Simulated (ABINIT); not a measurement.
# GaP (F-43m): a self-consistent loop beyond G0W0, cycle by cycle

How far does self-consistency move the gap of GaP (F-43m)?

Calculated with ABINIT 10.8.3; PBE and many-body steps on it, plane waves.

## Step 1: Starting point

Symmetry: F-43m, No. 216, cubic system. Conventional cell: a = 5.450 Å, b = 5.450 Å, c = 5.450 Å, α = 90.00°, β = 90.00°, γ = 90.00°. Nearest to Ga lie 4 P at 2.36 Å. Nearest to P lie 4 Ga at 2.36 Å. Farther neighbours are not listed.

The cell and positions come from the Crystallography Open Database and are kept as given unless a step says otherwise.

## Step 2: Empty states on the mesh, 4×4×4 mesh, 50 bands

This step: ABINIT 10.8.3; DFT, PBE, plane waves, norm-conserving pseudopotentials.

The sums over transitions need many empty states on a uniform mesh; this step solves for them.

File run.abi:

```
acell 3*1.0 Angstrom
rprim 
  0.000000000000 2.725250000000 2.725250000000
  2.725250000000 0.000000000000 2.725250000000
  2.725250000000 2.725250000000 0.000000000000
ntypat 2
znucl 31 15
natom 2
typat 1 2
xred 
  0.000000000000 0.000000000000 0.000000000000
  0.250000000000 0.250000000000 0.250000000000
pp_dirpath "pseudos"
pseudos "Ga.upf, P.upf"
ecut 36
ngkpt 4 4 4
nshiftk 1
shiftk 0 0 0
kptopt 1
chksymbreak 0
iscf -2
irdden 1
istwfk *1
nband 50
nbdbuf 4
tolwfr 1e-09
nstep 60
prtvol 0
indata_prefix "in"
outdata_prefix "out"
tmpdata_prefix "tmp"
```

Run with:

```bash
$ OMP_NUM_THREADS=1 mpirun -n 4 abinit run.abi > log
```

Numbers of over 12 decimals in the logs are rounded to 6 here.

What it wrote:

```text
.Version 10.8.3 of ABINIT. v10.8.2 released Aug 2026.

 Symmetries : space group F-4 3 m (#216); Bravais cF (face-center cubic)
[... echo of the input left out ...]
== DATASET  1 ==================================================================
-   mpi_nproc: 4, omp_nthreads: 1 (-1 if OMP is not activated)

--- !DatasetInfo
iteration_state: {dtset: 1, }
dimensions: {natom: 2, nkpt: 8, mband: 50, nsppol: 1, nspinor: 1, nspden: 1, mpw: 2832, }
cutoff_energies: {ecut:  36.0, pawecutdg:  -1.0, }
[...]
1.59224    1.59224    1.62637    1.62637    1.62637    1.73208    1.73208    1.73208
   1.78756    1.80857    1.80857    1.80857    1.82721    1.82721    1.82721    1.85157
   1.85158    1.85161
 prteigrs : prtvol=0 or 1, do not print more k-points.

== END DATASET(S) ==============================================================
================================================================================

 -outvars: echo values of variables after computation  --------
            nband          50
             nkpt           8
          spgroup         216
 [... the other variables as echoed above ...]

 Calculation completed.
```

Wall time 8.1 s (4 MPI ranks of Intel Xeon 6975P-C (Granite Rapids), shared host); peak memory 0.3 GiB; 32 s of CPU time.

Numbers from this step:

```
gap                                                           : 1.653 eV
k of the valence top                                          : 0, 0, 0
k of the conduction bottom                                    : 0.5, 0.5, 0
least direct gap                                              : 1.817 eV
k points computed                                             : 8
lowest point of the top converged band, above the valence top : 45.23 eV
```

On this mesh the gap is 1.653 eV.

The density comes from a self-consistent run that is not shown.

## Step 3: Screening, 4×4×4 mesh, 46 bands, screening to 106.1 eV

The RPA dielectric matrix is built and inverted for each q.

This step: RPA screening on PBE, plane waves, norm-conserving pseudopotentials.

run.abi: that of step 2 with these lines changed.

```diff
@@ -20,10 +20,11 @@
 chksymbreak 0
-iscf -2
-irdden 1
 istwfk *1
-nband 50
-nbdbuf 4
-tolwfr 1e-09
-nstep 60
-prtvol 0
+occopt 1
+irdwfk 1
+optdriver 3
+nband 46
+ecuteps 3.9
+inclvkb 2
+awtr 1
+symchi 1
 indata_prefix "in"
```

What it wrote:

```text
.Version 10.8.3 of ABINIT. v10.8.2 released Aug 2026.

 Symmetries : space group F-4 3 m (#216); Bravais cF (face-center cubic)
[... echo of the input left out ...]
== DATASET  1 ==================================================================
-   mpi_nproc: 4, omp_nthreads: 1 (-1 if OMP is not activated)

--- !DatasetInfo
iteration_state: {dtset: 1, }
dimensions: {natom: 2, nkpt: 8, mband: 46, nsppol: 1, nspinor: 1, nspden: 1, mpw: 2832, }
cutoff_energies: {ecut:  36.0, pawecutdg:  -1.0, }
electrons: {nelect:   1.80000000E+01, charge:   0.00000000E+00, occopt:   1.00000000E+00, tsmear:   1.00000000E-02, }

 SCREENING: Calculation of the susceptibility and dielectric matrices

 Based on a program developped by R.W. Godby, V. Olevano, G. Onida, and L. Reining.
 Incorporated in ABINIT by V. Olevano, G.-M. Rignanese, and M. Torrent.
.Using double precision arithmetic ; gwpc =  8

[... cell and pseudopotentials left out ...]
--------------------------------------------------------------------------------

 ==== K-mesh for the wavefunctions ====
 Number of points in the irreducible wedge :     8
[... list of points left out ...]
 Together with 24 symmetry operations and time-reversal symmetry
 yields    64 points in the full Brillouin Zone.

 ==== Q-mesh for the screening function ====
 Number of points in the irreducible wedge :     8
[... list of points left out ...]
 Together with 24 symmetry operations and time-reversal symmetry
 yields    64 points in the full Brillouin Zone.

 setmesh: FFT mesh size selected  =    25x   25x   25
          total number of points  =        15625

 vcoul_init : cutoff-mode = AUXILIARY_FUNCTION
 q-points for optical limit:   1
     1)      0.000010    0.000020    0.000030

- screening: taking advantage of time-reversal symmetry
- Maximum band index for partially occupied states nbvw = 9
- Remaining bands to be divided among processors   nbcw = 37
- Number of bands treated by each node ~9

 Number of electrons calculated from density =   18.0000; Expected =   18.0000
 average of density, n =  0.065891
 r_s =    1.5359
 omega_plasma =   24.7610 [eV]

 calculating chi0 at frequencies [eV] :
  1    0.000000E+00    0.000000E+00
  2    0.000000E+00    2.476105E+01

--------------------------------------------------------------------------------
  q-point number  1        q = ( 0.000000, 0.000000, 0.000000) [r.l.u.]
--------------------------------------------------------------------------------
[... chi0 elements left out ...]
 For q-point:  0.000010 0.000020 0.000030
  dielectric constant =  18.0154
  dielectric constant without local fields =  19.5900

  Average fulfillment of the sum rule on Im[epsilon] for q-point    1 :     42.67  [%]
[... wings left out ...]
  q-point number  2        q = ( 0.250000, 0.000000, 0.000000) [r.l.u.]
--------------------------------------------------------------------------------
[... chi0 elements left out ...]
  Average fulfillment of the sum rule on Im[epsilon] for q-point    2 :     54.73  [%]

 [... 6 further q-points ...]
```

The job ended after 6.4 s (4 MPI ranks; peak memory 0.48 GiB; 25 s of CPU time).

Numbers from this step:

```yaml
eps_infinity_with_local_fields_on_this_mesh_along_the_program_s_q_direction: 18.02
the_same_without_local_fields: 19.59
plasma_frequency: 24.76 eV
plane_waves_in_the_screening_matrix: 113
```

Local fields lower ε∞ by 8 %. On a Γ-centred mesh this coarse the value itself is usually too large, while a short band sum pulls it down.

## Step 4: G0W0

The self-energy is evaluated for the states that the input lists, and the levels follow from it, in one-shot runs by the linearised quasiparticle equation.

This step: G0W0 on PBE, plane waves, norm-conserving pseudopotentials.

run.abi: that of step 3 with these lines changed.

```diff
@@ -23,8 +23,17 @@
 irdwfk 1
-optdriver 3
+optdriver 4
 nband 46
+gwcalctyp 0
+ecutsigx 36
+symsigma 1
+nkptgw 2
+kptgw 
+  0.0000000000 0.0000000000 0.0000000000
+  0.5000000000 0.5000000000 0.0000000000
+bdgw 
+  7 13
+  8 11
 ecuteps 3.9
-inclvkb 2
-awtr 1
-symchi 1
+irdscr 1
+ppmodel 1
 indata_prefix "in"
```

What it wrote:

```text
.Version 10.8.3 of ABINIT. v10.8.2 released Aug 2026.

 Symmetries : space group F-4 3 m (#216); Bravais cF (face-center cubic)
[... echo of the input left out ...]
== DATASET  1 ==================================================================
-   mpi_nproc: 4, omp_nthreads: 1 (-1 if OMP is not activated)

--- !DatasetInfo
iteration_state: {dtset: 1, }
dimensions: {natom: 2, nkpt: 8, mband: 46, nsppol: 1, nspinor: 1, nspden: 1, mpw: 2832, }
cutoff_energies: {ecut:  36.0, pawecutdg:  -1.0, }
electrons: {nelect:   1.80000000E+01, charge:   0.00000000E+00, occopt:   1.00000000E+00, tsmear:   1.00000000E-02, }

 SIGMA: Calculation of the GW corrections

 Based on a program developped by R.W. Godby, V. Olevano, G. Onida, and L. Reining.
 Incorporated in ABINIT by V. Olevano, G.-M. Rignanese, and M. Torrent.
.Using double precision arithmetic ; gwpc =  8

[... cell and pseudopotentials left out ...]
--------------------------------------------------------------------------------

 ==== K-mesh for the wavefunctions ====
 Number of points in the irreducible wedge :     8
[... list of points left out ...]
 Together with 24 symmetry operations and time-reversal symmetry
 yields    64 points in the full Brillouin Zone.

 ==== Q-mesh for screening function ====
 Number of points in the irreducible wedge :     8
[... list of points left out ...]
 Together with 24 symmetry operations and time-reversal symmetry
 yields    64 points in the full Brillouin Zone.

 vcoul_init : cutoff-mode = AUXILIARY_FUNCTION
 q-points for optical limit:   1
     1)      0.000010    0.000020    0.000030
 setmesh: FFT mesh size selected  =    40x   40x   40
          total number of points  =        64000

 Number of electrons calculated from density =   18.0000; Expected =   18.0000
 average of density, n =  0.065891
 r_s =    1.5359
 omega_plasma =   24.7610 [eV]

 === KS Band Gaps ===
  >>>> For spin  1
   Minimum direct gap =   1.8169 [eV], located at k-point      :   0.0000  0.0000  0.0000
   Fundamental gap    =   1.6526 [eV], Top of valence bands at :   0.0000  0.0000  0.0000
                                       Bottom of conduction at :   0.5000  0.5000  0.0000
 SIGMA fundamental parameters:
 PLASMON POLE MODEL  1
 number of plane-waves for SigmaX                 2741
 number of plane-waves for SigmaC and W            113
 number of plane-waves for wavefunctions          2741
 number of bands                                    46
 number of independent spin polarizations            1
 number of spinorial components                      1
 number of k-points in IBZ                           8
 number of q-points in IBZ                           8
 number of symmetry operations                      24
 number of k-points in BZ                           64
 number of q-points in BZ                           64
 number of frequencies for dSigma/dE                 9
 frequency step for dSigma/dE [eV]                0.25
 number of omega for Sigma on real axis              0
 max omega for Sigma on real axis  [eV]           0.00
 zcut for avoiding poles [eV]                     0.10

 EPSILON^-1 parameters (SCR file):
 dimension of the eps^-1 matrix on file            113
 dimension of the eps^-1 matrix used               113
 number of plane-waves for wavefunctions          2741
 number of bands                                    46
 number of q-points in IBZ                           8
 number of frequencies                               2
 number of real frequencies                          1
 number of imag frequencies                          1

 matrix elements of self-energy operator (all in [eV])

 Perturbative Calculation

--- !SelfEnergy_ee
iteration_state: {dtset: 1, }
kpoint     : [   0.000,    0.000,    0.000, ]
spin       : 1
KS_gap     :    1.817
QP_gap     :    2.366
Delta_QP_KS:    0.549
data: !SigmaeeData |
     Band     E0 <VxcDFT>   SigX SigC(E0)      Z dSigC/dE  Sig(E)    E-E0       E
        7   4.357 -12.838 -14.651   1.597   0.783  -0.278 -13.007  -0.169   4.188
        8   4.357 -12.838 -14.651   1.597   0.783  -0.278 -13.007  -0.169   4.188
        9   4.357 -12.838 -14.651   1.597   0.783  -0.278 -13.007  -0.169   4.188
       10   6.174 -12.306  -7.906  -3.918   0.788  -0.269 -11.925   0.380   6.554
       11   8.244 -10.862  -6.778  -3.807   0.794  -0.260 -10.643   0.220   8.464
       12   8.244 -10.862  -6.778  -3.807   0.794  -0.260 -10.643   0.220   8.464
       13   8.244 -10.862  -6.778  -3.807   0.794  -0.260 -10.643   0.220   8.464

--- !SelfEnergy_ee
iteration_state: {dtset: 1, }
kpoint     : [   0.500,    0.500,    0.000, ]
spin       : 1
KS_gap     :    4.335
QP_gap     :    5.093
Delta_QP_KS:    0.757
data: !SigmaeeData |
     Band     E0 <VxcDFT>   SigX SigC(E0)      Z dSigC/dE  Sig(E)    E-E0       E
        8   1.674 -11.507 -14.675   2.436   0.772  -0.296 -12.072  -0.565   1.110
        9   1.674 -11.507 -14.675   2.436   0.772  -0.296 -12.072  -0.565   1.110
       10   6.010  -9.355  -5.501  -3.615   0.807  -0.239  -9.162   0.193   6.202
       11   6.179 -10.511  -6.390  -3.667   0.800  -0.250 -10.148   0.363   6.542

== END DATASET(S) ==============================================================
================================================================================

 -outvars: echo values of variables after computation  --------
           etotal      0.0000000000E+00
            nband          46
             nkpt           8
          spgroup         216
 [... the other variables as echoed above ...]

 Calculation completed.
```

Run time: 4.2 s. Hardware: 4 MPI ranks; peak memory 0.55 GiB; 16 s of CPU time.

This step gave:

| Quantity | Value |
| --- | --- |
| G0W0 gap on the points computed | 2.014 eV |
| starting gap on the mesh | 1.653 eV |
| k of the valence top | 0, 0, 0 |
| k of the conduction bottom | 0.5, 0.5, 0 |
| Z at the valence top | 0.783 |
| Z at the conduction bottom | 0.807 |
| least direct G0W0 gap on the computed points | 2.366 eV |

The gap on the mesh goes from 1.65 eV to 2.01 eV, a correction of +0.36 eV.

[end of part 1 of 2]

[Paths, hosts, dates, memory and timing lines, banners, echoed tables and standing remarks are left out of the program output.]

[Logs are printed without paths, hosts, clocks, repeated set-up lines and the standing remarks that a program may print on its own settings, such as how far it seeks lower states.]

[Runs of the session that timed out or met a known fault of the program may be left out.]

[No measured gap is set beside runs whose start may be inverted or whose files or cutoffs have a known fault.]

[Loops that did not settle are left out.]

[Hosts, paths, dates, database ids (printed as entryN), source tags and the programs' standing remarks are cut or masked in the printed files.]

[G0W0 gaps are taken among the corrected bands and points alone; a level outside them can change the order at an edge.]

[Where Ansatz stands beside ABINIT at settings called matched, ABINIT's density can come from a denser mesh and the files from another edition; pairs whose starting gaps differed by over 0.03 eV were left out, so agreement reads better than it is.]
